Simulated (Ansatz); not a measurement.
# Si(100)-2x1 dimers: modes of surface species

Aim: bond lengths and vibrational modes of species bound on Si(100)-2x1 dimers.

Calculated with Ansatz 0.2.0; DFT PBE, scalar-relativistic, plane waves, PAW; PAW set soft_1.

This is a report of a sequence of runs, with most program output left out.

### 1. The bulk crystal behind the slab

Symmetry: Fd-3m, No. 227, cubic system. The conventional cell has a = 5.450 Å, b = 5.450 Å, c = 5.450 Å, α = 90.00°, β = 90.00°, γ = 90.00°. Si has 4 Si at 2.36 Å nearest.

### 2. Relaxation of the host

The host crystal is relaxed at the same level, and its volume sets the scale of the cells that follow.

Contents of input.yaml:

```yaml
crystal:
  lattice:
    - [0.0, 2.725, 2.725]
    - [2.725, 0.0, 2.725]
    - [2.725, 2.725, 0.0]
  atoms:
    - { symbol: Si, position: [0.0, 0.0, 0.0] }
    - { symbol: Si, position: [0.25, 0.25, 0.25] }
kpoints:
  mp_grid: { grid: [10, 10, 10] }
hamiltonian:
  xc: pbe
  pseudopotentials: { kind: paw, azcp: { folder: soft_1 } }
scf:
  occupations: { method: gaussian, width: 0.02 }
output:
  forces: true
  stress: true
  eigenvalues: true
relax:
  adjacent_minimum: "off"
  f_tol: 0.002
  max_steps: 60
  cell: { stress_tol: 0.02 }
```

Launch:

```sh
$ ansatz run input.yaml --threads 8 --pin off --max-ram 20480MiB --backend cpu --events-out ev --progress --plain --runs-dir out
```

Elapsed: 4.8 s, on 8 threads of Intel Xeon at 2.70GHz, shared host; peak memory 0.33 GiB.

Step by step:

| step | energy less that of the first step (eV) | largest force component (eV/Å) | pressure (GPa) | volume (Å³) |
| --- | --- | --- | --- | --- |
| 1 | 0.0000 | 0.0000 | 0.99 | 40.47 |
| 2 | -0.0013 | 0.0000 | 0.24 | 40.81 |
| 3 | -0.0014 | 0.0000 | 0.00 | 40.91 |
| 4* | -0.0014 | 0.0000 | 0.00 | 40.91 |

Relaxation steps marked * repeat the geometry before them on a plane-wave basis chosen anew for their cell, so energy and pressure can jump there.

Forces are held to the 48 operations that the run works with; a distortion that breaks them can't arise in this run.

| conventional cell, symmetrised | before | after | change |
| --- | --- | --- | --- |
| a (Å) | 5.450 | 5.470 | +0.4 % |
| b (Å) | 5.450 | 5.470 | +0.4 % |
| c (Å) | 5.450 | 5.470 | +0.4 % |
| volume (Å³/atom) | 20.23 | 20.46 | +1.1 % |

The relaxed structure:

```
Si
1.0
     0.00000    2.73488    2.73488
     2.73488    0.00000    2.73488
     2.73488    2.73488    0.00000
Si
2
Direct
  0.00000 0.00000 0.00000
  0.25000 0.25000 0.25000
```

This step gave:

| Item | Value |
| --- | --- |
| pressure | 0.004524 GPa |
| gap on the k-mesh | 0.6174 eV |
| volume per atom | 20.46 Å³ |

The forces vanish by symmetry.

### 3. Letting the atoms settle: F on both atoms of the dimer

The slab carries F on both atoms of the dimer. Its plane takes the lattice constant of the bulk relaxed at this level. The lowest layers and the H atoms that close the back face are held, and the other atoms relax. The program lengthens the typed cell of 25.6 Å along the normal to 44.9 Å, as its cut-off of the electrostatics needs, and moves no atom.

System of this step: F on both atoms of the dimer on Si(100)-2x1 dimers. The cell holds 20 atoms: 14 Si, 4 H and 2 F. Cell: a = 7.735 Å, b = 3.868 Å, c = 44.947 Å, α = 90.0°, β = 90.0°, γ = 90.0°. It derives from Si. Vacuum lies along c.

Contents of input.yaml:

```yaml
crystal:
  lattice:
    - [7.7354058433, 0.0, 0.0]
    - [0.0, 3.8677029217, 0.0]
    - [0.0, 0.0, 25.6278963739]
  atoms:
    - { symbol: Si, position: [0.0, 0.0, 0.327554] }
    - { symbol: Si, position: [0.5, 0.0, 0.327554] }
    - { symbol: Si, position: [0.25, 0.0, 0.380912] }
    - { symbol: Si, position: [0.75, 0.0, 0.380912] }
    - { symbol: Si, position: [0.25, 0.5, 0.434269] }
    - { symbol: Si, position: [0.75, 0.5, 0.434269] }
    - { symbol: Si, position: [0.0, 0.5, 0.487627] }
    - { symbol: Si, position: [0.5, 0.5, 0.487627] }
    - { symbol: Si, position: [0.0, 0.0, 0.540984] }
    - { symbol: Si, position: [0.5, 0.0, 0.540984] }
    - { symbol: Si, position: [0.25, 0.0, 0.594342] }
    - { symbol: Si, position: [0.75, 0.0, 0.594342] }
    - { symbol: Si, position: [0.346175, 0.5, 0.641825] }
    - { symbol: Si, position: [0.653825, 0.5, 0.641825] }
    - { symbol: H, position: [0.0, 0.317043, 0.293711] }
    - { symbol: H, position: [0.0, 0.682957, 0.293711] }
    - { symbol: H, position: [0.5, 0.317043, 0.293711] }
    - { symbol: H, position: [0.5, 0.682957, 0.293711] }
    - { symbol: F, position: [0.273021, 0.5, 0.706289] }
    - { symbol: F, position: [0.726979, 0.5, 0.706289] }
  periodic: [true, true, false]
kpoints:
  mp_grid: { grid: [4, 8, 1] }
hamiltonian:
  xc: pbe
  pseudopotentials: { kind: paw, azcp: { folder: soft_1 } }
scf:
  occupations: { method: gaussian, width: 0.03 }
output:
  forces: true
  eigenvalues: true
relax:
  adjacent_minimum: "off"
  f_tol: 0.003
  max_steps: 120
  constraints: [{ sites: [0, 1, 2, 3, 14, 15, 16, 17] }]
```

Elapsed: 2.7 min, on 8 threads; peak memory 3.4 GiB; 20 min of CPU time.

The steps of the relaxation:

| step | energy less that of the first step (eV) | largest force component (eV/Å) |
| --- | --- | --- |
| 1 | 0.0000 | 2.6033 |
| 2 | -0.3582 | 1.7499 |
| 3 | -0.4774 | 0.3850 |
| 4 | -0.5017 | 0.0989 |
| 5 | -0.5046 | 0.0340 |
| 6 | -0.5056 | 0.0119 |
| 7 | -0.5057 | 0.0013 |
| 8 | -0.5057 | 0.0013 |

Forces are held to the 4 operations that the run works with; a distortion that breaks them can't arise in this run.

The atoms that moved most (Å):

| atom | dx | dy | dz | length |
| --- | --- | --- | --- | --- |
| F19 | -0.021 | 0.000 | -0.145 | 0.146 |
| F20 | 0.021 | 0.000 | -0.145 | 0.146 |
| Si10 | 0.000 | 0.000 | -0.109 | 0.109 |
| Si9 | 0.000 | 0.000 | 0.093 | 0.093 |
| Si12 | -0.080 | 0.000 | -0.002 | 0.080 |
| Si11 | 0.080 | 0.000 | -0.002 | 0.080 |
| Si8 | 0.000 | 0.000 | -0.077 | 0.077 |
| Si7 | 0.000 | 0.000 | 0.061 | 0.061 |

Final coordinates:

```cif
data_structure
_symmetry_space_group_name_H-M 'P 1'
_symmetry_Int_Tables_number 1
_cell_length_a 7.7354
_cell_length_b 3.8677
_cell_length_c 44.9470
_cell_angle_alpha 90.000
_cell_angle_beta 90.000
_cell_angle_gamma 90.000
_cell_volume 1344.74
loop_
_atom_site_label
_atom_site_type_symbol
_atom_site_fract_x
_atom_site_fract_y
_atom_site_fract_z
_atom_site_occupancy
Si1 Si 0.00000 0.00000 0.18676 1
Si2 Si 0.50000 0.00000 0.18676 1
Si3 Si 0.25000 0.00000 0.21719 1
Si4 Si 0.75000 0.00000 0.21719 1
Si5 Si 0.24646 0.50000 0.24752 1
Si6 Si 0.75354 0.50000 0.24752 1
Si7 Si 0.00000 0.50000 0.27940 1
Si8 Si 0.50000 0.50000 0.27632 1
Si9 Si 0.00000 0.00000 0.31052 1
Si10 Si 0.50000 0.00000 0.30603 1
Si11 Si 0.26035 0.00000 0.33885 1
Si12 Si 0.73965 0.00000 0.33885 1
Si13 Si 0.34273 0.50000 0.36566 1
Si14 Si 0.65727 0.50000 0.36566 1
H15 H 0.00000 0.31704 0.16747 1
H16 H 0.00000 0.68296 0.16747 1
H17 H 0.50000 0.31704 0.16747 1
H18 H 0.50000 0.68296 0.16747 1
F19 F 0.27032 0.50000 0.39949 1
F20 F 0.72968 0.50000 0.39949 1
```

Numbers from this step:

```yaml
gap_on_the_k_mesh: 1.015 eV
```

The largest force component left on a free atom is 1.3 meV/Å.

### 4. Force constants among chosen sites: F on both atoms of the dimer

Only 6 sites are displaced (4 Si and 2 F), with their periodic images, and all others stay at rest. This gives the modes that are localised on these sites for less work than the whole matrix.

Contents of input.yaml:

```yaml
crystal:
  lattice:
    - [7.7354058433, 0.0, 0.0]
    - [0.0, 3.8677029217, 0.0]
    - [0.0, 0.0, 44.9470124603]
  atoms:
    - { symbol: Si, position: [0.0, 0.0, 0.1867648039] }
    - { symbol: Si, position: [0.5, 0.0, 0.1867648039] }
    - { symbol: Si, position: [0.25, 0.0, 0.2171884788] }
    - { symbol: Si, position: [0.75, 0.0, 0.2171884788] }
    - { symbol: Si, position: [0.246463721, 0.5, 0.2475162473] }
    - { symbol: Si, position: [0.753536279, 0.5, 0.2475162473] }
    - { symbol: Si, position: [0.0, 0.5, 0.2793992908] }
    - { symbol: Si, position: [0.5, 0.5, 0.2763238302] }
    - { symbol: Si, position: [0.0, 0.0, 0.3105170451] }
    - { symbol: Si, position: [0.5, 0.0, 0.3060301422] }
    - { symbol: Si, position: [0.2603498796, 0.0, 0.3388465152] }
    - { symbol: Si, position: [0.7396501204, 0.0, 0.3388465152] }
    - { symbol: Si, position: [0.3427338836, 0.5, 0.3656597109] }
    - { symbol: Si, position: [0.6572661164, 0.5, 0.3656597109] }
    - { symbol: H, position: [0.0, 0.317043, 0.1674681955] }
    - { symbol: H, position: [0.0, 0.682957, 0.1674681955] }
    - { symbol: H, position: [0.5, 0.317043, 0.1674681955] }
    - { symbol: H, position: [0.5, 0.682957, 0.1674681955] }
    - { symbol: F, position: [0.2703245404, 0.5, 0.3994904607] }
    - { symbol: F, position: [0.7296754596, 0.5, 0.3994904607] }
  periodic: [true, true, false]
kpoints:
  mp_grid: { grid: [4, 8, 1] }
hamiltonian:
  xc: pbe
  pseudopotentials: { kind: paw, azcp: { folder: soft_1 } }
scf:
  occupations: { method: gaussian, width: 0.03 }
output:
  eigenvalues: true
phonons:
  method: fd
  supercell: [1, 1, 1]
  displaced_sites: [10, 11, 12, 13, 18, 19]
  rigid_motions: translations
```

Wall time 4.4 min (8 threads); peak memory 3.7 GiB.

The other atoms of the cell are at rest; shares are of the kinetic energy, a minus sign marks an imaginary mode, and where like sites share a mode the one named is one choice of several. Modes of the displaced sites:

| mode | frequency (cm⁻¹) | share of Si (%) | share of F (%) | site with the largest share | its share (%) |
| --- | --- | --- | --- | --- | --- |
| 1 | 74.0 | 75 | 25 | Si13 | 21 |
| 2 | 82.0 | 26 | 74 | F19 | 37 |
| 3 | 97.0 | 53 | 47 | F20 | 24 |
| 4 | 121.3 | 3 | 97 | F20 | 48 |
| 5 | 146.8 | 64 | 36 | Si13 | 25 |
| 6 | 148.0 | 25 | 75 | F20 | 37 |
| 7 | 159.8 | 48 | 52 | F19 | 26 |
| 8 | 162.0 | 66 | 34 | Si13 | 28 |
| 9 | 241.6 | 76 | 24 | Si14 | 22 |
| 10 | 331.2 | 96 | 4 | Si11 | 45 |
| 11 | 340.0 | 100 | 0 | Si12 | 42 |
| 12 | 364.9 | 89 | 11 | Si11 | 30 |
| 13 | 431.6 | 93 | 7 | Si11 | 32 |
| 14 | 469.1 | 100 | 0 | Si11 | 26 |
| 15 | 471.6 | 99 | 1 | Si14 | 29 |
| 16 | 489.9 | 100 | 0 | Si14 | 26 |
| 17 | 819.5 | 44 | 56 | F19 | 28 |
| 18 | 859.8 | 44 | 56 | F20 | 28 |

The highest mode of the block lies at 859.8 cm⁻¹; the acoustic sum rule moved it by 0.0 cm⁻¹.

### 5. Relaxation in the fixed cell: Cl on both atoms of the dimer

The slab carries Cl on both atoms of the dimer. Its plane takes the lattice constant of the bulk relaxed at this level. The lowest layers and the H atoms that close the back face are held, and the other atoms relax. The program lengthens the typed cell of 26.0 Å along the normal to 45.7 Å, as its cut-off of the electrostatics needs, and moves no atom.

System of this step: Cl on both atoms of the dimer on Si(100)-2x1 dimers. The cell holds 20 atoms: 14 Si, 4 H and 2 Cl. Cell: a = 7.735 Å, b = 3.868 Å, c = 45.707 Å, α = 90.0°, β = 90.0°, γ = 90.0°. It derives from Si. Vacuum lies along c.

Contents of input.yaml:

```yaml
crystal:
  lattice:
    - [7.7354058433, 0.0, 0.0]
    - [0.0, 3.8677029217, 0.0]
    - [0.0, 0.0, 26.0076884557]
  atoms:
    - { symbol: Si, position: [0.0, 0.0, 0.322771] }
    - { symbol: Si, position: [0.5, 0.0, 0.322771] }
    - { symbol: Si, position: [0.25, 0.0, 0.375349] }
    - { symbol: Si, position: [0.75, 0.0, 0.375349] }
    - { symbol: Si, position: [0.25, 0.5, 0.427928] }
    - { symbol: Si, position: [0.75, 0.5, 0.427928] }
    - { symbol: Si, position: [0.0, 0.5, 0.480506] }
    - { symbol: Si, position: [0.5, 0.5, 0.480506] }
    - { symbol: Si, position: [0.0, 0.0, 0.533084] }
    - { symbol: Si, position: [0.5, 0.0, 0.533084] }
    - { symbol: Si, position: [0.25, 0.0, 0.585662] }
    - { symbol: Si, position: [0.75, 0.0, 0.585662] }
    - { symbol: Si, position: [0.346175, 0.5, 0.632452] }
    - { symbol: Si, position: [0.653825, 0.5, 0.632452] }
    - { symbol: H, position: [0.0, 0.317043, 0.289422] }
    - { symbol: H, position: [0.0, 0.682957, 0.289422] }
    - { symbol: H, position: [0.5, 0.317043, 0.289422] }
    - { symbol: H, position: [0.5, 0.682957, 0.289422] }
    - { symbol: Cl, position: [0.256204, 0.5, 0.710578] }
    - { symbol: Cl, position: [0.743796, 0.5, 0.710578] }
  periodic: [true, true, false]
kpoints:
  mp_grid: { grid: [4, 8, 1] }
hamiltonian:
  xc: pbe
  pseudopotentials: { kind: paw, azcp: { folder: soft_1 } }
scf:
  occupations: { method: gaussian, width: 0.03 }
output:
  forces: true
  eigenvalues: true
relax:
  adjacent_minimum: "off"
  f_tol: 0.003
  max_steps: 120
  constraints: [{ sites: [0, 1, 2, 3, 14, 15, 16, 17] }]
```

Elapsed: 2.3 min, on 8 threads; peak memory 3.5 GiB; 17 min of CPU time.

The steps of the relaxation:

| step | energy less that of the first step (eV) | largest force component (eV/Å) |
| --- | --- | --- |
| 1 | 0.0000 | 1.1297 |
| 2 | -0.2130 | 0.3316 |
| 3 | -0.2231 | 0.0772 |
| 4 | -0.2239 | 0.0114 |
| 5 | -0.2239 | 0.0040 |
| 6 | -0.2239 | 0.0058 |
| 7 | -0.2240 | 0.0001 |

Forces are held to the 4 operations that the run works with; a distortion that breaks them can't arise in this run.

The atoms that moved most (Å):

| atom | dx | dy | dz | length |
| --- | --- | --- | --- | --- |
| Si10 | 0.000 | 0.000 | -0.122 | 0.122 |
| Si9 | 0.000 | 0.000 | 0.106 | 0.106 |
| Si11 | 0.094 | 0.000 | -0.003 | 0.095 |
| Si12 | -0.094 | 0.000 | -0.003 | 0.095 |
| Cl20 | 0.029 | 0.000 | -0.085 | 0.090 |
| Cl19 | -0.029 | 0.000 | -0.085 | 0.090 |
| Si8 | 0.000 | 0.000 | -0.085 | 0.085 |
| Si7 | 0.000 | 0.000 | 0.070 | 0.070 |

Numbers from this step:

```
gap on the k-mesh : 1.069 eV
```

The largest force component left on a free atom is 0.089 meV/Å.

### 6. Modes of the chosen sites: Cl on both atoms of the dimer

Only 6 sites are displaced (4 Si and 2 Cl), with their periodic images, and all others stay at rest. This gives the modes that are localised on these sites for less work than the whole matrix.

Contents of input.yaml:

```yaml
crystal:
  lattice:
    - [7.7354058433, 0.0, 0.0]
    - [0.0, 3.8677029217, 0.0]
    - [0.0, 0.0, 45.7065880785]
  atoms:
    - { symbol: Si, position: [0.0, 0.0, 0.1836612174] }
    - { symbol: Si, position: [0.5, 0.0, 0.1836612174] }
    - { symbol: Si, position: [0.25, 0.0, 0.2135788354] }
    - { symbol: Si, position: [0.75, 0.0, 0.2135788354] }
    - { symbol: Si, position: [0.246107253, 0.5, 0.2434021678] }
    - { symbol: Si, position: [0.753892747, 0.5, 0.2434021678] }
    - { symbol: Si, position: [0.0, 0.5, 0.2749370555] }
    - { symbol: Si, position: [0.5, 0.5, 0.271559565] }
    - { symbol: Si, position: [0.0, 0.0, 0.3056500523] }
    - { symbol: Si, position: [0.5, 0.0, 0.3006581649] }
    - { symbol: Si, position: [0.2622150005, 0.0, 0.3331750316] }
    - { symbol: Si, position: [0.7377849995, 0.0, 0.3331750316] }
    - { symbol: Si, position: [0.3429626179, 0.5, 0.3597767972] }
    - { symbol: Si, position: [0.6570373821, 0.5, 0.3597767972] }
    - { symbol: H, position: [0.0, 0.317043, 0.1646851696] }
    - { symbol: H, position: [0.0, 0.682957, 0.1646851696] }
    - { symbol: H, position: [0.5, 0.317043, 0.1646851696] }
    - { symbol: H, position: [0.5, 0.682957, 0.1646851696] }
    - { symbol: Cl, position: [0.2524500851, 0.5, 0.4024631403] }
    - { symbol: Cl, position: [0.7475499149, 0.5, 0.4024631403] }
  periodic: [true, true, false]
kpoints:
  mp_grid: { grid: [4, 8, 1] }
hamiltonian:
  xc: pbe
  pseudopotentials: { kind: paw, azcp: { folder: soft_1 } }
scf:
  occupations: { method: gaussian, width: 0.03 }
output:
  eigenvalues: true
phonons:
  method: fd
  supercell: [1, 1, 1]
  displaced_sites: [10, 11, 12, 13, 18, 19]
  rigid_motions: translations
```

It took 4.4 min on 8 threads; peak memory 3.8 GiB; 31 min of CPU time.

The other atoms of the cell are at rest; shares are of the kinetic energy, a minus sign marks an imaginary mode, and where like sites share a mode the one named is one choice of several. Modes of the displaced sites:

| mode | frequency (cm⁻¹) | share of Si (%) | share of Cl (%) | site with the largest share | its share (%) |
| --- | --- | --- | --- | --- | --- |
| 1 | 54.3 | 8 | 92 | Cl19 | 46 |
| 2 | 63.6 | 25 | 75 | Cl20 | 38 |
| 3 | 67.6 | 6 | 94 | Cl19 | 47 |
| 4 | 90.3 | 0 | 100 | Cl20 | 50 |
| 5 | 99.5 | 75 | 25 | Si13 | 20 |
| 6 | 127.7 | 94 | 6 | Si12 | 25 |
| 7 | 127.8 | 47 | 53 | Cl19 | 27 |
| 8 | 138.5 | 54 | 46 | Si14 | 25 |
| 9 | 205.4 | 84 | 16 | Si14 | 28 |
| 10 | 327.9 | 94 | 6 | Si12 | 46 |
| 11 | 336.9 | 93 | 7 | Si11 | 26 |
| 12 | 347.5 | 93 | 7 | Si11 | 46 |
| 13 | 402.9 | 86 | 14 | Si11 | 33 |
| 14 | 457.4 | 99 | 1 | Si14 | 28 |
| 15 | 464.9 | 100 | 0 | Si12 | 27 |
| 16 | 484.4 | 100 | 0 | Si13 | 26 |
| 17 | 537.2 | 73 | 27 | Si13 | 33 |
| 18 | 570.4 | 67 | 33 | Si14 | 32 |

The same force constants with another mass on the added atoms, against the natural mean mass; listed are the real modes with at least half of their motion on these atoms, followed through small steps of mass, less those that pass through avoided crossings, where the squared overlap of new and old mass-weighted patterns is under 0.8. Modes after a change of mass:

| substitution | mode | frequency (cm⁻¹) | after (cm⁻¹) | ratio |
| --- | --- | --- | --- | --- |
| 37Cl | 1 | 54.3 | 53.3 | 1.019 |
| 37Cl | 2 | 63.6 | 62.6 | 1.016 |
| 37Cl | 3 | 67.6 | 66.3 | 1.02 |
| 37Cl | 4 | 90.3 | 88.5 | 1.021 |
| 37Cl | 7 | 127.8 | 126.3 | 1.011 |

The highest mode of the block lies at 570.4 cm⁻¹; the acoustic sum rule moved it by 0.0 cm⁻¹.

### 7. The series together

The members are set side by side.

The anchoring bond is the shortest distance from the first added atom to the slab, and like atoms elsewhere in the cell can differ; degenerate modes stand as often as they occur. The species side by side:

| species | coverage (monolayer) | anchoring bond | its length (Å) | highest level (cm⁻¹) | second (cm⁻¹) | third (cm⁻¹) |
| --- | --- | --- | --- | --- | --- | --- |
| F on both atoms of the dimer | 1 | F-Si | 1.62 | 859.8 | 819.5 | 489.9 |
| Cl on both atoms of the dimer | 1 | Cl-Si | 2.073 | 570.4 | 537.2 | 484.4 |

### 8. What came out

| Quantity | Value |
| --- | --- |
| highest mode of the block of 6 sites, F on both atoms of the dimer | 859.8 cm⁻¹ |
| highest mode of the block of 6 sites, Cl on both atoms of the dimer | 570.4 cm⁻¹ |

What this shows: With F on both atoms of the dimer the highest mode of the block lies at 860 cm⁻¹, 56 % on F and 44 % on Si. With Cl on both atoms of the dimer the highest mode of the block lies at 570 cm⁻¹, 67 % on Si and 33 % on Cl. With all atoms beyond the displaced ones at rest, modes that spread into the slab are only rough; stretches of light atoms, well above the modes of the substrate atoms, are the least affected. Periodic images of the cell move in phase at the zone centre; where a cell holds several like groups, their modes come as in-phase and out-of-phase combinations. The H atoms on the back face are held at typed positions, closer to each other than they would relax to, which bears on the gap of the slab more than on the modes of the front face. These are harmonic frequencies at zero temperature: anharmonic shifts, linewidths and thermal expansion are left out.

[Logs are printed without paths, hosts, clocks, repeated set-up lines and the standing remarks that a program may print on its own settings, such as how far it seeks lower states.]

[Hosts, paths, dates, database ids (printed as entryN), source tags and the programs' standing remarks are cut or masked in the printed files.]
